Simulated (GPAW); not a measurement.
## HfSi2N4 monolayer: work function by functional and basis

Wanted: work functions and dipole of HfSi2N4 monolayer, with the cost of each level. Where a layer proves gapped, the work function hangs on where the smearing puts the Fermi level, and the band edges take its place.

Calculated with GPAW 26.7.0; GPAW, PAW setups; layer in a repeated cell with vacuum, relaxation of atoms and in-plane cell, in the first sound run; inputs show where later runs differ.

**1. Set-up**

The cell holds 7 atoms: 4 N, 2 Si and 1 Hf. Cell: a = 2.920 Å, b = 2.920 Å, c = 23.464 Å, α = 90.0°, β = 90.0°, γ = 120.0°. Vacuum lies along c.

**2. Relaxation**

The atoms are relaxed first, since the surface dipole, and with it the work function, follows the positions of the outer layers.

run.py

```python
import json
import numpy as np
from ase import Atoms
from ase.filters import FrechetCellFilter
from ase.optimize import BFGS
from gpaw import GPAW, PW

slab = Atoms(
    ['N', 'Si', 'N', 'Hf', 'N', 'Si', 'N'],
    positions=[
        [0.00000, 0.00000, 8.00000],
        [-0.00000, 1.68586, 8.46943],
        [-0.00000, 1.68586, 10.21943],
        [0.00000, 0.00000, 11.73208],
        [-0.00000, 1.68586, 13.24472],
        [-0.00000, 1.68586, 14.99472],
        [0.00000, 0.00000, 15.46415]],
    cell=[[2.92, 0.0, 0.0], [-1.46, 2.52879, 0.0], [0.0, 0.0, 23.4642]],
    pbc=[True, True, True])

slab.calc = GPAW(mode=PW(600), xc='PBE', kpts={'size': (12, 12, 1), 'gamma': True},
                 occupations={'name': 'fermi-dirac', 'width': 0.05}, nbands='200%',
                 convergence={'density': 1e-05}, maxiter=200,
                 symmetry={'tolerance': 1e-3}, txt='slab.txt')
result = {}
# The in-plane cell is free; stress needs a cell that repeats along all three vectors
path = []
opt = BFGS(FrechetCellFilter(slab, mask=[1, 1, 0, 0, 0, 1]), maxstep=0.2)
opt.attach(lambda: path.append((slab.get_potential_energy(), slab.positions.tolist(), slab.get_forces().tolist())))
result['relaxed'] = bool(opt.run(fmax=0.02, steps=45))
result['path'] = path
result['cell'] = slab.cell.tolist()
print('in-plane lattice', slab.cell.cellpar().round(4)[[0, 1, 5]])
energy = slab.get_potential_energy()
fermi = slab.calc.get_fermi_level()
v = slab.calc.get_electrostatic_potential().mean((0, 1)) - fermi
n = slab.calc.get_pseudo_density().mean((0, 1))
L = slab.cell[2, 2]
z = np.arange(len(v)) * L / len(v)
low, high = slab.positions[:, 2].min(), slab.positions[:, 2].max()
below, above = np.interp([low - 5.8, high + 5.8], z, v)
slopes = [np.interp(x, z, np.gradient(v, z)) for x in (low - 5.8, high + 5.8)]
eps = np.array([[slab.calc.get_eigenvalues(k, s) for k in range(len(slab.calc.get_ibz_k_points()))]
                for s in range(slab.calc.get_number_of_spins())]) - fermi
top, bottom = eps[eps < 0].max(), eps[eps > 0].min()
dipole = slab.get_dipole_moment()[2]
print(f'energy {energy:.4f} eV, Fermi level {fermi:.4f} eV, dipole {dipole:.5f} e A')
print(f'potential 5.8 A off the faces, from the Fermi level: lower {below:.4f} eV, upper {above:.4f} eV')
print(f'slope of the potential there: lower {slopes[0]:.5f}, upper {slopes[1]:.5f} eV/A')
print(f'nearest levels on the mesh: {top:.4f} and {bottom:.4f} eV')
print('magnetic moment', round(slab.get_magnetic_moment(), 3))
result.update(energy=energy, fermi=fermi, dipole=dipole, below=below, above=above, slopes=slopes, edges=[top, bottom],
              z=z.tolist(), v=v.tolist(), n=n.tolist(), positions=slab.positions.tolist(),
              forces=slab.get_forces(apply_constraint=False).tolist(), moments=slab.get_magnetic_moments().tolist())
json.dump(result, open('result.json', 'w'))
```

On the command line:

```
> OMP_NUM_THREADS=1 OPENBLAS_NUM_THREADS=1 python run.py
```

The program printed:

```text
Step          Energy          fmax
BFGS:    0      -56.485452        4.074961
BFGS:    1      -56.965751        2.426877
BFGS:    2      -57.452213        1.088582
BFGS:    3      -57.530068        1.149336
BFGS:    4      -57.964021        1.202263
BFGS:    5      -58.057391        0.764515
BFGS:    6      -58.101754        0.067041
BFGS:    7      -58.100895        0.056711
BFGS:    8      -58.098845        0.044637
BFGS:    9      -58.095035        0.044539
BFGS:   10      -58.093256        0.019446
in-plane lattice [  3.0072   3.0071 120.    ]
energy -58.0933 eV, Fermi level 0.3204 eV, dipole -0.00097 e A
potential 5.8 A off the faces, from the Fermi level: lower 5.6829 eV, upper 5.6869 eV
slope of the potential there: lower -0.00142, upper -0.00027 eV/A
nearest levels on the mesh: -0.7133 and 0.8070 eV
magnetic moment 0.0
```

Run time: 16 min. Hardware: 1 thread of Arm Neoverse V2, shared host; peak memory 0.54 GiB.

Numbers from this step:

```
dipole along the normal                    : -9.74e-4 e·Å
levels nearest the Fermi level on the mesh : -0.7133, 0.8070 eV from the Fermi level
```

The electrostatic potential energy of an electron (without an applied field's), less the Fermi level, planar mean oscillates, so the rows of the table below give means over windows of 1.04 Å about each position, cut where the curve ends. Its maxima inside the range that stand out by 2 % of the span (Å: eV): 9.8: 0.627, 10.9: -7.57, 12.6: -7.57, 13.6: 0.633. Its minima: 8.3: -22.2, 10.5: -11.7, 11.7: -26.5, 12.9: -11.7, 15.1: -22.1.

The electrostatic potential energy of an electron (without an applied field's), less the Fermi level, planar mean by z; means over each step:

z (Å), electrostatic potential energy of an electron (without an applied field's), less the Fermi level, planar mean (eV) and a bar from the least value:
```
     0.52        5.7 ##############################
     1.56        5.7 ##############################
     2.60        5.7 ##############################
     3.64        5.7 ##############################
     4.68        5.7 ##############################
     5.72        5.7 ##############################
     6.76        5.2 #############################
     7.80       -6.5 ################
     8.84      -15.6 #####
     9.88       -2.5 ####################
    10.92      -11.5 ##########
    11.96      -19.9 
    13.00       -7.4 ###############
    14.04       -4.7 ##################
    15.08      -18.0 ##
    16.12        2.3 ##########################
    17.16        5.6 ##############################
    18.20        5.7 ##############################
    19.24        5.7 ##############################
    20.28        5.7 ##############################
    21.32        5.7 ##############################
    22.36        5.7 ##############################
```

The pseudo valence density, planar mean oscillates, so the rows of the table below give means over windows of 1 Å about each position, cut where the curve ends. Its maxima inside the range that stand out by 2 % of the span (Å: e/Å³): 8.3: 0.819, 10.6: 0.735, 11.6: 1.27, 12.9: 0.735, 15.1: 0.819. Its minima: 9.4: 0.237, 10.9: 0.631, 12.5: 0.631, 14.1: 0.237.

Pseudo valence density, planar mean against z; means over each step:

```tsv
z (Å)	pseudo valence density, planar mean (e/Å³)
5	1.1e-4
6	0.00255
7	0.0657
8	0.615
9	0.385
10	0.462
11	0.744
12	0.980
13	0.641
14	0.289
15	0.653
16	0.259
17	0.0112
18	4.6e-4
19	2.1e-5
```

The relaxation lowered the energy of the cell by 1.61 eV (energies extrapolated to zero smearing; the optimiser's log prints free energies). The largest force left on a free atom is 0.019 eV/Å.

**3. Plane waves, PBE**

The work function is the vacuum plateau of the electrostatic potential less the Fermi level; a dipole layer lets the two faces have plateaus of their own.

This step: GPAW, PAW setups; slab in vacuum (GPAW 26.7.0).

The cell differs from the one that the last finished run ended in (c 23.464 → 23.026 Å).

Changes to run.py since step 2:

```diff
@@ -3,4 +3,2 @@
 from ase import Atoms
-from ase.filters import FrechetCellFilter
-from ase.optimize import BFGS
 from gpaw import GPAW, PW
@@ -10,25 +8,18 @@
     positions=[
-        [0.00000, 0.00000, 8.00000],
-        [-0.00000, 1.68586, 8.46943],
-        [-0.00000, 1.68586, 10.21943],
-        [0.00000, 0.00000, 11.73208],
-        [-0.00000, 1.68586, 13.24472],
-        [-0.00000, 1.68586, 14.99472],
-        [0.00000, 0.00000, 15.46415]],
-    cell=[[2.92, 0.0, 0.0], [-1.46, 2.52879, 0.0], [0.0, 0.0, 23.4642]],
-    pbc=[True, True, True])
+        [-0.00000, 0.00000, 8.00000],
+        [-0.00000, 1.73618, 8.49455],
+        [-0.00000, 1.73618, 10.24572],
+        [-0.00000, 0.00000, 11.51304],
+        [-0.00000, 1.73618, 12.78036],
+        [-0.00000, 1.73618, 14.53153],
+        [-0.00000, 0.00000, 15.02608]],
+    cell=[[3.00715, 0.0, 0.0], [-1.50358, 2.60426, 0.0], [0.0, 0.0, 23.0261]],
+    pbc=[True, True, False])
 
-slab.calc = GPAW(mode=PW(600), xc='PBE', kpts={'size': (12, 12, 1), 'gamma': True},
+slab.calc = GPAW(mode=PW(500), xc='PBE', kpts={'size': (12, 12, 1), 'gamma': True},
                  occupations={'name': 'fermi-dirac', 'width': 0.05}, nbands='200%',
                  convergence={'density': 1e-05}, maxiter=200,
+                 poissonsolver={'dipolelayer': 'xy'},
                  symmetry={'tolerance': 1e-3}, txt='slab.txt')
 result = {}
-# The in-plane cell is free; stress needs a cell that repeats along all three vectors
-path = []
-opt = BFGS(FrechetCellFilter(slab, mask=[1, 1, 0, 0, 0, 1]), maxstep=0.2)
-opt.attach(lambda: path.append((slab.get_potential_energy(), slab.positions.tolist(), slab.get_forces().tolist())))
-result['relaxed'] = bool(opt.run(fmax=0.02, steps=45))
-result['path'] = path
-result['cell'] = slab.cell.tolist()
-print('in-plane lattice', slab.cell.cellpar().round(4)[[0, 1, 5]])
 energy = slab.get_potential_energy()
```

The program printed:

```text
energy -56.3594 eV, Fermi level 0.4617 eV, dipole -0.00047 e A
potential 5.8 A off the faces, from the Fermi level: lower 5.6606 eV, upper 5.6688 eV
slope of the potential there: lower -0.00049, upper 0.00049 eV/A
nearest levels on the mesh: -0.7030 and 0.7962 eV
magnetic moment 0.0
```

Run time: 53 s. Hardware: 1 thread; peak memory 0.26 GiB.

Numbers from this step:

| Quantity | Value |
| --- | --- |
| dipole along the normal | -4.73e-4 e·Å |
| levels nearest the Fermi level on the mesh | -0.7030, 0.7962 eV from the Fermi level |
| upper work function | 5.669 eV |
| lower work function | 5.661 eV |
| upper ionisation energy | 6.372 eV |

The electrostatic potential energy of an electron (without an applied field's), less the Fermi level, planar mean oscillates, so the rows of the table below give means over windows of 1.06 Å about each position, cut where the curve ends. Its maxima inside the range that stand out by 2 % of the span (Å: eV): 9.6: 0.607, 10.6: -7.60, 12.4: -7.60, 13.4: 0.611. Its minima: 8.2: -22.2, 10.3: -11.8, 11.5: -26.5, 12.8: -11.8, 14.9: -22.2.

The electrostatic potential energy of an electron (without an applied field's), less the Fermi level, planar mean by z; means over each step:

z (Å), electrostatic potential energy of an electron (without an applied field's), less the Fermi level, planar mean (eV) and a bar from the least value:
```
     0.53        5.7 ##############################
     1.59        5.7 ##############################
     2.65        5.7 ##############################
     3.71        5.7 ##############################
     4.77        5.7 ##############################
     5.83        5.6 ##############################
     6.89        4.0 ############################
     7.95      -14.8 ####
     9.01       -8.2 ############
    10.07       -6.0 ###############
    11.13      -17.6 
    12.19      -13.1 ######
    13.25       -3.5 ##################
    14.31      -13.9 #####
    15.37       -8.4 ############
    16.43        5.0 #############################
    17.49        5.6 ##############################
    18.55        5.7 ##############################
    19.61        5.7 ##############################
    20.67        5.7 ##############################
    21.73        5.7 ##############################
    22.79        5.7 ##############################
```

The pseudo valence density, planar mean oscillates, so the rows of the table below give means over windows of 1 Å about each position, cut where the curve ends. Its maxima inside the range that stand out by 2 % of the span (Å: e/Å³): 8.1: 0.818, 10.4: 0.733, 11.5: 1.31, 12.7: 0.733, 15.0: 0.818. Its minima: 9.2: 0.237, 10.7: 0.629, 12.3: 0.629, 13.8: 0.237.

Table of pseudo valence density, planar mean by z; means over each step:

z (Å), pseudo valence density, planar mean (e/Å³) and a bar:
```
        4       0.00 
        5       0.00 
        6       0.01 
        7       0.13 #####
        8       0.68 ########################
        9       0.31 ###########
       10       0.56 ###################
       11       0.85 ##############################
       12       0.86 ##############################
       13       0.57 ####################
       14       0.30 ###########
       15       0.68 ########################
       16       0.14 #####
       17       0.01 
       18       0.00 
       19       0.00
```

Force by atom:

```tsv
atom	x (eV/Å)	y (eV/Å)	z (eV/Å)	size
N1	0.0000	0.0000	-0.0667	0.0667
Si2	0.0000	0.0000	0.0322	0.0322
N3	0.0000	0.0000	0.0543	0.0543
Hf4	0.0000	0.0000	0.0000	0.0000
N5	0.0000	0.0000	-0.0543	0.0543
Si6	0.0000	0.0000	-0.0322	0.0322
N7	0.0000	0.0000	0.0667	0.0667
```

The layer is gapped, so the Fermi level lies somewhere inside the gap, set by smearing and numerics, and these work functions are no property of the material; the band edges below the vacuum level are. The potential is flat to 4.9e-4 eV/Å where it is read, so the vacuum is wide enough.

**4. Self-consistent run: xc = "LDA"**

The same geometry under LDA, to see how far the functional moves the levels against the vacuum.

Changes to run.py since step 3:

```diff
@@ -18,3 +18,3 @@
 
-slab.calc = GPAW(mode=PW(500), xc='PBE', kpts={'size': (12, 12, 1), 'gamma': True},
+slab.calc = GPAW(mode=PW(500), xc='LDA', kpts={'size': (12, 12, 1), 'gamma': True},
                  occupations={'name': 'fermi-dirac', 'width': 0.05}, nbands='200%',
```

The program printed:

```text
energy -62.4825 eV, Fermi level 0.1034 eV, dipole -0.00047 e A
potential 5.8 A off the faces, from the Fermi level: lower 6.0229 eV, upper 6.0312 eV
slope of the potential there: lower -0.00051, upper 0.00051 eV/A
nearest levels on the mesh: -0.6382 and 0.7349 eV
magnetic moment 0.0
```

Elapsed: 52 s, on 1 thread; peak memory 0.26 GiB.

This step gave:

```
dipole along the normal                    : -4.74e-4 e·Å
levels nearest the Fermi level on the mesh : -0.6382, 0.7349 eV from the Fermi level
upper work function                        : 6.031 eV
lower work function                        : 6.023 eV
upper ionisation energy                    : 6.669 eV
```

The electrostatic potential energy of an electron (without an applied field's), less the Fermi level, planar mean oscillates, so the rows of the table below give means over windows of 1.06 Å about each position, cut where the curve ends. Its maxima inside the range that stand out by 2 % of the span (Å: eV): 9.6: 0.939, 10.6: -7.21, 12.4: -7.21, 13.4: 0.943. Its minima: 8.2: -21.9, 10.3: -11.5, 11.5: -26.0, 12.8: -11.5, 14.9: -21.9.

The electrostatic potential energy of an electron (without an applied field's), less the Fermi level, planar mean by z; means over each step:

```tsv
z (Å)	electrostatic potential energy of an electron (without an applied field's), less the Fermi level, planar mean (eV)
0.53	6.02
1.59	6.02
2.65	6.02
3.71	6.02
4.77	6.02
5.83	5.96
6.89	4.36
7.95	-14.5
9.01	-7.84
10.07	-5.64
11.13	-17.1
12.19	-12.7
13.25	-3.13
14.31	-13.5
15.37	-8.14
16.43	5.39
17.49	6.01
18.55	6.03
19.61	6.03
20.67	6.03
21.73	6.03
22.79	6.03
```

Table of pseudo valence density, planar mean by z:

```tsv
z (Å)	pseudo valence density, planar mean (e/Å³)
4.5	3.0e-5
5.0	1.4e-4
5.5	6.9e-4
6.0	0.00347
6.5	0.0173
7.0	0.0909
7.5	0.406
8.0	0.804
8.5	0.522
9.0	0.261
9.5	0.288
10.0	0.606
10.5	0.706
11.0	0.731
11.5	1.30
12.0	0.758
12.5	0.701
13.0	0.620
13.5	0.297
14.0	0.255
14.5	0.498
15.0	0.811
15.5	0.437
16.0	0.0986
16.5	0.0185
17.0	0.00380
17.5	7.4e-4
18.0	1.5e-4
18.5	3.2e-5
```

Force by atom:

```tsv
atom	x (eV/Å)	y (eV/Å)	z (eV/Å)	size
N1	0.000	0.000	0.350	0.350
Si2	0.000	0.000	0.119	0.119
N3	0.000	0.000	0.390	0.390
Hf4	0.000	0.000	0.000	0.000
N5	0.000	0.000	-0.390	0.390
Si6	0.000	0.000	-0.119	0.119
N7	0.000	0.000	-0.350	0.350
```

The highest filled level lies 0.638 eV under the Fermi level, so the ionisation energy from the upper face is 6.031 + 0.638 = 6.669 eV, against 6.372 eV in the base run.

**5. Self-consistent run: xc = "vdW-DF2"**

The same geometry under vdW-DF2, to see how far the functional moves the levels against the vacuum (the van der Waals functionals take revPBE setups).

Changes to run.py since step 4:

```diff
@@ -18,3 +18,3 @@
 
-slab.calc = GPAW(mode=PW(500), xc='LDA', kpts={'size': (12, 12, 1), 'gamma': True},
+slab.calc = GPAW(mode=PW(500), xc='vdW-DF2', kpts={'size': (12, 12, 1), 'gamma': True},
                  occupations={'name': 'fermi-dirac', 'width': 0.05}, nbands='200%',
```

The program printed:

```text
energy -283.4126 eV, Fermi level 0.2634 eV, dipole -0.00047 e A
potential 5.8 A off the faces, from the Fermi level: lower 6.0575 eV, upper 6.0658 eV
slope of the potential there: lower -0.00053, upper 0.00053 eV/A
nearest levels on the mesh: -0.7624 and 0.8630 eV
magnetic moment 0.0
```

The job ended after 62 s (1 thread; peak memory 0.42 GiB).

Numbers from this step:

```yaml
dipole_along_the_normal: -4.73e-4 e·Å
levels_nearest_the_fermi_level_on_the_mesh: -0.7624, 0.8630 eV from the Fermi level
upper_work_function: 6.066 eV
lower_work_function: 6.058 eV
upper_ionisation_energy: 6.828 eV
```

The highest filled level lies 0.762 eV under the Fermi level, so the ionisation energy from the upper face is 6.066 + 0.762 = 6.828 eV, against 6.372 eV in the base run.

**6. Self-consistent run: xc = "revPBE"**

The same geometry under revPBE, to see how far the functional moves the levels against the vacuum.

Changes to run.py since step 5:

```diff
@@ -18,3 +18,3 @@
 
-slab.calc = GPAW(mode=PW(500), xc='vdW-DF2', kpts={'size': (12, 12, 1), 'gamma': True},
+slab.calc = GPAW(mode=PW(500), xc='revPBE', kpts={'size': (12, 12, 1), 'gamma': True},
                  occupations={'name': 'fermi-dirac', 'width': 0.05}, nbands='200%',
```

The program printed:

```text
energy -53.9178 eV, Fermi level 0.5840 eV, dipole -0.00047 e A
potential 5.8 A off the faces, from the Fermi level: lower 5.5234 eV, upper 5.5317 eV
slope of the potential there: lower -0.00048, upper 0.00048 eV/A
nearest levels on the mesh: -0.7228 and 0.8152 eV
magnetic moment 0.0
```

Run time: 53 s. Hardware: 1 thread; peak memory 0.26 GiB.

Numbers from this step:

```yaml
levels_nearest_the_fermi_level_on_the_mesh: -0.7228, 0.8152 eV from the Fermi level
upper_work_function: 5.532 eV
lower_work_function: 5.523 eV
upper_ionisation_energy: 6.254 eV
```

The electrostatic potential energy of an electron (without an applied field's), less the Fermi level, planar mean oscillates, so the rows of the table below give means over windows of 1.06 Å about each position, cut where the curve ends. Its maxima inside the range that stand out by 2 % of the span (Å: eV): 9.6: 0.514, 10.6: -7.70, 12.4: -7.70, 13.4: 0.518. Its minima: 8.2: -22.3, 10.3: -11.9, 11.5: -26.6, 12.8: -11.9, 14.9: -22.3.

Electrostatic potential energy of an electron (without an applied field's), less the Fermi level, planar mean against z; means over each step:

```tsv
z (Å)	electrostatic potential energy of an electron (without an applied field's), less the Fermi level, planar mean (eV)
0.53	5.52
1.59	5.52
2.65	5.52
3.71	5.52
4.77	5.52
5.83	5.46
6.89	3.91
7.95	-14.9
9.01	-8.30
10.07	-6.06
11.13	-17.7
12.19	-13.2
13.25	-3.55
14.31	-14.0
15.37	-8.54
16.43	4.91
17.49	5.51
18.55	5.53
19.61	5.53
20.67	5.53
21.73	5.53
22.79	5.53
```

The highest filled level lies 0.723 eV under the Fermi level, so the ionisation energy from the upper face is 5.532 + 0.723 = 6.254 eV, against 6.372 eV in the base run.

**7. Self-consistent run: xc = "RPBE"**

The same geometry under RPBE, to see how far the functional moves the levels against the vacuum.

Changes to run.py since step 6:

```diff
@@ -18,3 +18,3 @@
 
-slab.calc = GPAW(mode=PW(500), xc='revPBE', kpts={'size': (12, 12, 1), 'gamma': True},
+slab.calc = GPAW(mode=PW(500), xc='RPBE', kpts={'size': (12, 12, 1), 'gamma': True},
                  occupations={'name': 'fermi-dirac', 'width': 0.05}, nbands='200%',
```

The program printed:

```text
energy -53.4887 eV, Fermi level 0.6062 eV, dipole -0.00047 e A
potential 5.8 A off the faces, from the Fermi level: lower 5.5105 eV, upper 5.5187 eV
slope of the potential there: lower -0.00048, upper 0.00048 eV/A
nearest levels on the mesh: -0.7295 and 0.8219 eV
magnetic moment 0.0
```

It took 53 s on 1 thread; peak memory 0.26 GiB.

Numbers from this step:

```
levels nearest the Fermi level on the mesh : -0.7295, 0.8219 eV from the Fermi level
upper work function                        : 5.519 eV
lower work function                        : 5.510 eV
upper ionisation energy                    : 6.248 eV
```

The highest filled level lies 0.730 eV under the Fermi level, so the ionisation energy from the upper face is 5.519 + 0.730 = 6.248 eV, against 6.372 eV in the base run.

(Part 1 of 2 ends here.)

[Logs are printed without paths, hosts, clocks, repeated set-up lines and the standing remarks that a program may print on its own settings, such as how far it seeks lower states.]

[Hosts, paths, dates, database ids (printed as entryN), source tags and the programs' standing remarks are cut or masked in the printed files.]
